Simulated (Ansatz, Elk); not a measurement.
# Mg2ScGeP: X-ray structure factors from the self-consistent density

Structure refinements treat a crystal as free atoms side by side. For a made-up structure of Mg2ScGeP (cell and positions from a PBE relaxation) the runs below show what the calculated density changes in F(hkl).

Method: DFT, PBE, all-electron APW+lo, Dirac cores, scalar-relativistic bands, static density, no spin, in Elk 11.2.3 (patched build).

This account leaves out most program logs.

The structure was built from a prototype and need not be the compound's stable phase.

## (1) Starting point

Symmetry: I4mm, No. 107, tetragonal system. Conventional cell: a = 4.040 Å, b = 4.040 Å, c = 11.813 Å, α = 90.00°, β = 90.00°, γ = 90.00°. Ge has 1 P at 2.44 Å and 4 Mg at 2.70 Å and 4 Sc at 3.07 Å nearest. Nearest to Sc lie 4 Ge at 3.07 Å and 4 P at 3.14 Å. P has 1 Ge at 2.44 Å and 4 Mg at 2.62 Å and 4 Sc at 3.14 Å nearest. Nearest to Mg lie 2 P at 2.62 Å and 2 Ge at 2.70 Å and 4 Mg at 2.86 Å. Farther neighbours are not listed.

## (2) Ground state and structure factors

An all-electron density is needed, since X-rays see the cores too. Task 0 finds the density and task 195 Fourier-transforms it; tshift is off so that phases refer to the origin typed.

elk.in reads:

```
tasks
  0
  195

xctype
  20

spinpol
  .false.

rgkmax
  7.0

gmaxvr
  14.0

lmaxo
  7

lmaxapw
  8

swidth
  0.002

tshift
  .false.

ramdisk
  .false.

hmaxvr
  5.5

maxscl
  120

epspot
  1e-06

sppath
  './'

avec
  -3.81751755608 3.81751755608 11.16129984174
  3.81751755608 -3.81751755608 11.16129984174
  3.81751755608 3.81751755608 -11.16129984174

atoms
  4
  'Ge.in'
  1
  0.4003071831 0.4003071831 0.0000000000   0.000000 0.000000 0.000000
  'Sc.in'
  1
  0.9961775449 0.9961775449 0.0000000000   0.000000 0.000000 0.000000
  'P.in'
  1
  0.6069916713 0.6069916713 -0.0000000000   0.000000 0.000000 0.000000
  'Mg.in'
  2
  0.2483118004 0.7483118004 0.5000000000   0.000000 0.000000 0.000000
  0.7483118004 0.2483118004 0.5000000000   0.000000 0.000000 0.000000

ngridk
  8 8 8
```

On the command line:

```
OMP_NUM_THREADS=4 elk
```

Wall time 1.7 min (4 threads of Arm Neoverse V1, shared host); peak memory 0.18 GiB.

SFACRHO.OUT:

```text

h k l indices transformed by vhmat matrix:
   1.000000000       0.000000000       0.000000000    
   0.000000000       1.000000000       0.000000000    
   0.000000000       0.000000000       1.000000000    

      h      k      l  multipl.   |H|            Re(F)            Im(F)           |F|

      0      0      0      1   0.0000000       91.999999     -0.34269925E-16   91.999999    
     -1     -1      1      1  0.56294387       9.8262943       15.913943       18.703199    
      1      1     -1      1  0.56294387       9.8262943      -15.913943       18.703199    
      1      0      0      4  0.86974637      -15.416760       8.5485259       17.628210    
      0     -1      0      4  0.86974637      -15.416760      -8.5485259       17.628210    
     -2     -2      2      1   1.1258877       2.3344463       13.400379       13.602198    
      2      2     -2      1   1.1258877       2.3344463      -13.400379       13.602198    
     -1      1      0      4   1.1638147       35.321212     -0.72285475E-15   35.321212    
      1      2     -2      4   1.1790973       28.534112       14.148751       31.849375    
     -2     -1      1      4   1.1790973       28.534112      -14.148751       31.849375    
     -1     -1      0      4   1.2928149       43.060921       15.278840       45.691201    
      0      2     -1      4   1.2928149       43.060921      -15.278840       45.691201    
      1      3     -2      4   1.6192862      -30.089581      -10.712764       31.939727    
     -1     -3      2      4   1.6192862      -30.089581       10.712764       31.939727    
     -3     -2      3      4   1.6303047       46.716455     -0.63915536       46.720827    
      3      2     -2      4   1.6303047       46.716455      0.63915536       46.720827    
     -1      1     -1      4   1.6458825       62.885685     -0.59348087E-14   62.885685    
      3      3     -3      1   1.6888316      -27.452073       5.5087850       27.999340
```

Elk indexes on the primitive cell of elk.in and gives |H| = 4π sin θ/λ in inverse bohr. Below, one row stands for each form hkl of the conventional cell (m members, Friedel mates merged), F is for one primitive cell and the density is static (no thermal factor). Free-atom factors are Waasmaier and Kirfel's, and R is Σm||F|−|F'||/Σm|F|.

| hkl | m | sin θ/λ (Å⁻¹) | abs F, DFT | neutral atoms | diff. | abs of complex diff. |
| --- | --- | --- | --- | --- | --- | --- |
| 002 | 2 | 0.085 | 18.703 | 18.611 | +0.092 | 0.092 |
| 101 | 8 | 0.131 | 17.628 | 17.437 | +0.191 | 0.231 |
| 004 | 2 | 0.169 | 13.602 | 13.644 | -0.042 | 0.527 |
| 110 | 4 | 0.175 | 35.321 | 35.114 | +0.207 | 0.207 |
| 103 | 8 | 0.177 | 31.849 | 31.821 | +0.029 | 0.089 |
| 112 | 8 | 0.194 | 45.691 | 45.962 | -0.270 | 0.271 |
| 114 | 8 | 0.243 | 31.940 | 32.146 | -0.207 | 0.207 |
| 105 | 8 | 0.245 | 46.721 | 46.926 | -0.205 | 0.206 |
| 200 | 4 | 0.247 | 62.886 | 63.281 | -0.396 | 0.396 |
| 006 | 2 | 0.254 | 27.999 | 28.217 | -0.217 | 0.218 |
| 202 | 8 | 0.262 | 15.192 | 15.292 | -0.099 | 0.103 |
| 211 | 16 | 0.280 | 14.360 | 14.582 | -0.223 | 0.242 |
| 204 | 8 | 0.300 | 11.298 | 11.350 | -0.052 | 0.212 |
| 213 | 16 | 0.304 | 25.684 | 25.806 | -0.123 | 0.123 |
| 116 | 8 | 0.308 | 4.975 | 4.890 | +0.085 | 0.141 |
| 107 | 8 | 0.321 | 23.260 | 23.355 | -0.095 | 0.097 |
| 008 | 2 | 0.339 | 37.727 | 37.752 | -0.024 | 0.040 |
| 215 | 16 | 0.348 | 39.569 | 39.668 | -0.099 | 0.099 |
| 220 | 4 | 0.350 | 53.371 | 53.466 | -0.095 | 0.095 |
| 206 | 8 | 0.355 | 24.523 | 24.611 | -0.088 | 0.088 |
| 222 | 8 | 0.360 | 13.058 | 13.082 | -0.024 | 0.055 |
| 301 | 8 | 0.374 | 13.053 | 13.149 | -0.096 | 0.100 |

## (3) The highest occupied states alone

An energy window below the Fermi level keeps the highest occupied states, to see at which angles they scatter; shallow core shells can lie inside it and anion s states outside. No new self-consistency is needed.

Changes to elk.in since step 2:

```diff
@@ -1,3 +1,2 @@
 tasks
-  0
   195
@@ -40,2 +39,5 @@
 
+wsfac
+  -0.320940 0.530300
+
 sppath
```

On the command line:

```
OMP_NUM_THREADS=4 elk
```

Run time: 15 s. Hardware: 4 threads; peak memory 0.18 GiB.

States within 15 eV below the Fermi level hold 16.00 electrons; any levels below the window count with the cores. Their amplitudes can exceed the total, where window and core parts have opposite phase:

| hkl | sin θ/λ (Å⁻¹) | abs F, window | abs F, all |
| --- | --- | --- | --- |
| 002 | 0.085 | 1.531 | 18.703 |
| 101 | 0.131 | 2.767 | 17.628 |
| 004 | 0.169 | 1.944 | 13.602 |
| 110 | 0.175 | 2.720 | 35.321 |
| 103 | 0.177 | 1.486 | 31.849 |
| 112 | 0.194 | 0.871 | 45.691 |
| 114 | 0.243 | 0.129 | 31.940 |
| 105 | 0.245 | 0.636 | 46.721 |
| 200 | 0.247 | 0.353 | 62.886 |
| 006 | 0.254 | 0.293 | 27.999 |

## (4) Another functional

The difference from free atoms is small, so it is set against the change that PBEsol makes.

Changes to elk.in since step 3:

```diff
@@ -1,2 +1,3 @@
 tasks
+  0
   195
@@ -4,3 +5,3 @@
 xctype
-  20
+  22
 
@@ -39,5 +40,2 @@
 
-wsfac
-  -0.320940 0.530300
-
 sppath
```

On the command line:

```
OMP_NUM_THREADS=4 elk
```

Wall time 1.7 min (4 threads); peak memory 0.18 GiB; 6 min of CPU time.

Against the first run R = 0.04 %; the largest change is -0.023 at 1 1 10.

## (5) A coarser k-mesh

About half the k-points along each axis test the sampling.

Changes to elk.in since step 4:

```diff
@@ -5,3 +5,3 @@
 xctype
-  22
+  20
 
@@ -65,2 +65,2 @@
 ngridk
-  8 8 8
+  4 4 4
```

On the command line:

```
OMP_NUM_THREADS=4 elk
```

Wall time 38 s (4 threads); peak memory 0.18 GiB; 90 s of CPU time.

Against the first run R = 0.00 %; the largest change is +0.009 at 103.

## (6) Settings against the effect

| run | R against the first run (%) | R against neutral atoms, low angle (%) | wall time |
| --- | --- | --- | --- |
| PBE, rgkmax 7 | 0.00 | 0.64 | 1.7 min |
| PBEsol | 0.04 | 0.65 | 1.7 min |
| k-mesh 4×4×4 | 0.00 | 0.65 | 38 s |

## (7) Summary of results

- R against neutral atoms, sin θ/λ < 0.3 Å⁻¹: 0.64 %
- R against neutral atoms, 0.3 to 0.78 Å⁻¹: 0.17 %

**Reading.** Independent neutral atoms miss the calculated amplitudes by R = 0.64 % below 0.3 Å⁻¹ and 0.17 % from there to 0.78 Å⁻¹; by shells, 0.96 % below 0.15 Å⁻¹ (2 forms), 0.62 % 0.15 to 0.3 (11 forms), 0.27 % 0.3 to 0.45 (22 forms), 0.14 % above 0.45 (114 forms). Bonding, aspherical density and the tables' own atoms all enter these figures, and the runs don't part them. The largest change of an amplitude is -0.40 electrons, at 200. R counts amplitudes alone; phases shift too. The window's part falls from 16.0 electrons at the origin to at most 0.24 between 0.45 and 0.78 Å⁻¹. Below 0.3 Å⁻¹ the changes that finished (PBEsol and k-mesh 4×4×4) move F by R = 0.03 % at most, against the 0.64 % that separates it from free atoms. The basis has no finished test. Part of the difference isn't bonding: the tables are fits to free atoms and ions calculated by other methods than this functional. Thermal motion, anomalous dispersion and extinction are left out.

[Logs are printed without paths, hosts, clocks, repeated set-up lines and the standing remarks that a program may print on its own settings, such as how far it seeks lower states.]

[Hosts, paths, dates, database ids (printed as entryN), source tags and the programs' standing remarks are cut or masked in the printed files.]
